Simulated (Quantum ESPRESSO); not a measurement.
**SiC (Moissanite 3C): how pressure shifts the optical phonon**

Wanted: a fit of frequency against volume for SiC (Moissanite 3C), tested on a run that is left out of it.

Main program and level: Quantum ESPRESSO 7.5; DFT LDA, scalar-relativistic, plane waves, JTH PAW pseudopotentials.

**1. The relaxed structure**

The structure is cubic, space group F-43m (No. 216). Conventional cell: a = 4.327 Å, b = 4.327 Å, c = 4.327 Å, α = 90.00°, β = 90.00°, γ = 90.00°. Nearest to Si lie 4 C at 1.87 Å. C has 4 Si at 1.87 Å nearest. Farther neighbours are not listed.

This is the cell after its relaxation at this level of theory, not the database cell from which that began.

**2. Runs at several volumes**

The relaxed cell is scaled uniformly; in this structure symmetry fixes all atoms, so nothing has to be relaxed anew. Each volume gets a ground state and a response at Γ. The mode followed is the highest one without the macroscopic field, of symmetry T2; longitudinal polar modes lie higher. Cutoff 60 Ry, k mesh 12×12×12.

From the response at V/V₀ = 0.94:

The log of the run:

```text
[banners, grids, parts of the stress and lines that vanish by symmetry left out]
Program PHONON v.7.5
     Reading xml data from directory:

[...]
Exchange-correlation= PW
                           (   1   4   0   0   0   0   0)
[...]
kinetic-energy cut-off    =      60.0000  Ry
     charge density cut-off    =     480.0000  Ry
     convergence threshold     =      1.0E-18
[...]
Exchange-correlation= PW
                           (   1   4   0   0   0   0   0)
[...]
q = (   0.0000000   0.0000000   0.0000000 )
     25 Sym.Ops. (with q -> -q+G )
     G cutoff =  390.0349  (  22995 G-vectors)     FFT grid: ( 40, 40, 40)
     G cutoff =  195.0175  (   7991 G-vectors)  smooth grid: ( 27, 27, 27)
     number of k points=    72
[...]
Mode symmetry, T_d (-43m)  point group:
[...]
Dielectric constant
[...]
End of electric fields calculation
          Dielectric constant in cartesian axis
          (       6.797774917       0.000000000       0.000000000 )
          (      -0.000000000       6.797774917      -0.000000000 )
          (       0.000000000       0.000000000       6.797774917 )
          Effective charges (d Force / dE) in cartesian axis without acoustic sum rule applied (asr)
           atom    1  Si    Mean Z*:        2.75269
      Ex  (        2.75269       -0.00000        0.00000 )
      Ey  (       -0.00000        2.75269       -0.00000 )
      Ez  (        0.00000        0.00000        2.75269 )
           atom    2  C     Mean Z*:       -2.75397
      Ex  (       -2.75397       -0.00000       -0.00000 )
      Ey  (       -0.00000       -2.75397       -0.00000 )
      Ez  (       -0.00000       -0.00000       -2.75397 )
          Effective charges Sum: Mean:       -0.00127
[...]
Effective charges (d Force / dE) in cartesian axis with asr applied:
           atom    1  Si    Mean Z*:        2.75333
[...]
atom    2  C     Mean Z*:       -2.75333
[...]
Representation #   1 modes #   1   2   3
[...]
End of self-consistent calculation
     Convergence has been achieved
     Representation #   2 modes #   4   5   6
[...]
End of self-consistent calculation
     Convergence has been achieved
[...]
Dielectric constant in cartesian axis
          (       6.797774917       0.000000000       0.000000000 )
          (      -0.000000000       6.797774917      -0.000000000 )
          (       0.000000000       0.000000000       6.797774917 )
          Effective charges (d Force / dE) in cartesian axis without acoustic sum rule applied (asr)
           atom    1  Si    Mean Z*:        2.75269
      Ex  (        2.75269       -0.00000        0.00000 )
      Ey  (       -0.00000        2.75269       -0.00000 )
      Ez  (        0.00000        0.00000        2.75269 )
           atom    2  C     Mean Z*:       -2.75397
      Ex  (       -2.75397       -0.00000       -0.00000 )
      Ey  (       -0.00000       -2.75397       -0.00000 )
      Ez  (       -0.00000       -0.00000       -2.75397 )
          Effective charges Sum: Mean:       -0.00127
[...]
Effective charges (d Force / dE) in cartesian axis with asr applied:
           atom    1  Si    Mean Z*:        2.75333
[...]
atom    2  C     Mean Z*:       -2.75333
[...]
q = (    0.000000000   0.000000000   0.000000000 )
[...]
freq (    1) =       0.039719 [THz] =       1.324870 [cm-1]
     freq (    2) =       0.039719 [THz] =       1.324870 [cm-1]
     freq (    3) =       0.039719 [THz] =       1.324870 [cm-1]
     freq (    4) =      25.683892 [THz] =     856.722410 [cm-1]
     freq (    5) =      25.683892 [THz] =     856.722410 [cm-1]
     freq (    6) =      25.683892 [THz] =     856.722410 [cm-1]
[...]
Mode symmetry, T_d (-43m)  point group:
     freq (   1-   3) =          1.3  [cm-1]   --> T_2  G_15 P_4   I+R
     freq (   4-   6) =        856.7  [cm-1]   --> T_2  G_15 P_4   I+R

   JOB DONE.
```

One volume, V/V₀ = 1.03, is held back as a test.

```
V/V₀  volume (Å³/atom)  pressure (GPa)   ω (cm⁻¹)
0.94             9.519           15.94     856.72
0.97             9.823            7.37     826.85
   1            10.127           -0.05     798.78
1.03            10.430           -6.45  held back
1.06            10.734          -11.98     747.56
```

**3. The fit**

The mode Grüneisen parameter is γ = −d ln ω / d ln V.

```
ln(V/V₀)    ln ω
 -0.0619  6.7531
 -0.0305  6.7176
  0.0000  6.6831
  0.0583  6.6168
```

A straight line through these points has the slope -1.135, so γ = 1.13; at V/V₀ = 1.03 it predicts ω = exp(6.6830 − 0.0335) = 772.36 cm⁻¹.

A parabola of pressure against ln V through V/V₀ = 0.97, 1 and 1.03 gives the bulk modulus B = −dP/d ln V = 230 GPa at V₀. With ω₀ from the fitted line the pressure coefficient follows as dω/dP = γ ω₀ / B = 1.13 × 798.7 / 230 = 3.94 cm⁻¹/GPa.

**4. The run that was held back**

The log of the run:

```text
[banners, grids, parts of the stress and lines that vanish by symmetry left out]
[banner, memory and clock lines left out]
Program PHONON v.7.5

[...]
Exchange-correlation= PW
                           (   1   4   0   0   0   0   0)
[...]
kinetic-energy cut-off    =      60.0000  Ry
     charge density cut-off    =     480.0000  Ry
     convergence threshold     =      1.0E-18
[...]
Exchange-correlation= PW
                           (   1   4   0   0   0   0   0)
[...]
q = (   0.0000000   0.0000000   0.0000000 )
     25 Sym.Ops. (with q -> -q+G )
     G cutoff =  414.5495  (  25101 G-vectors)     FFT grid: ( 45, 45, 45)
     G cutoff =  207.2748  (   8801 G-vectors)  smooth grid: ( 30, 30, 30)
     number of k points=    72
[...]
Mode symmetry, T_d (-43m)  point group:
[...]
Dielectric constant
[...]
End of electric fields calculation
          Dielectric constant in cartesian axis
          (       7.012724102      -0.000000000       0.000000000 )
          (      -0.000000000       7.012724102      -0.000000000 )
          (       0.000000000      -0.000000000       7.012724102 )
          Effective charges (d Force / dE) in cartesian axis without acoustic sum rule applied (asr)
           atom    1  Si    Mean Z*:        2.68890
      Ex  (        2.68890       -0.00000        0.00000 )
      Ey  (       -0.00000        2.68890       -0.00000 )
      Ez  (       -0.00000       -0.00000        2.68890 )
           atom    2  C     Mean Z*:       -2.68999
      Ex  (       -2.68999        0.00000       -0.00000 )
[...]
Representation #   1 modes #   1   2   3
[...]
End of self-consistent calculation
     Convergence has been achieved
     Representation #   2 modes #   4   5   6
[...]
End of self-consistent calculation
     Convergence has been achieved
[...]
Dielectric constant in cartesian axis
          (       7.012724102      -0.000000000       0.000000000 )
          (      -0.000000000       7.012724102      -0.000000000 )
          (       0.000000000      -0.000000000       7.012724102 )
          Effective charges (d Force / dE) in cartesian axis without acoustic sum rule applied (asr)
           atom    1  Si    Mean Z*:        2.68890
      Ex  (        2.68890       -0.00000        0.00000 )
      Ey  (       -0.00000        2.68890       -0.00000 )
      Ez  (       -0.00000       -0.00000        2.68890 )
           atom    2  C     Mean Z*:       -2.68999
      Ex  (       -2.68999        0.00000       -0.00000 )
      Ey  (        0.00000       -2.68999       -0.00000 )
      Ez  (       -0.00000       -0.00000       -2.68999 )
          Effective charges Sum: Mean:       -0.00109
[...]
Effective charges (d Force / dE) in cartesian axis with asr applied:
           atom    1  Si    Mean Z*:        2.68945
[...]
atom    2  C     Mean Z*:       -2.68945
[...]
q = (    0.000000000   0.000000000   0.000000000 )
[...]
freq (    1) =      -0.013235 [THz] =      -0.441475 [cm-1]
     freq (    2) =      -0.013235 [THz] =      -0.441475 [cm-1]
     freq (    3) =      -0.013235 [THz] =      -0.441475 [cm-1]
     freq (    4) =      23.156260 [THz] =     772.409706 [cm-1]
     freq (    5) =      23.156260 [THz] =     772.409706 [cm-1]
     freq (    6) =      23.156260 [THz] =     772.409706 [cm-1]
[...]
Mode symmetry, T_d (-43m)  point group:
     freq (   1-   3) =         -0.4  [cm-1]   --> T_2  G_15 P_4   I+R
     freq (   4-   6) =        772.4  [cm-1]   --> T_2  G_15 P_4   I+R
```

It gives 772.41 cm⁻¹ against the predicted 772.36 cm⁻¹, a miss of 0.05 cm⁻¹.

**5. Results**

```yaml
mode_grueneisen_parameter: 1.135
bulk_modulus: 230 GPa
pressure_coefficient: 3.94 cm⁻¹/GPa
```

The highest optical mode of SiC (Moissanite 3C) without the LO-TO term stiffens by 3.94 cm⁻¹ a GPa near the relaxed volume, with γ = 1.13. The power law meets all 5 runs within 0.01 %. Such a coefficient turns a measured shift of this mode into a hydrostatic stress; uniaxial or biaxial stress splits the mode and needs deformation potentials. These are harmonic values at zero temperature for the structure held cubic, which a run at Γ can't show to be stable; the bulk modulus rests on three points.

[Host names and launcher messages were left out of these logs when they were recorded.]

[Logs are printed without paths, hosts, clocks, repeated set-up lines and the standing remarks that a program may print on its own settings, such as how far it seeks lower states.]

[Hosts, paths, dates, database ids (printed as entryN), source tags and the programs' standing remarks are cut or masked in the printed files.]
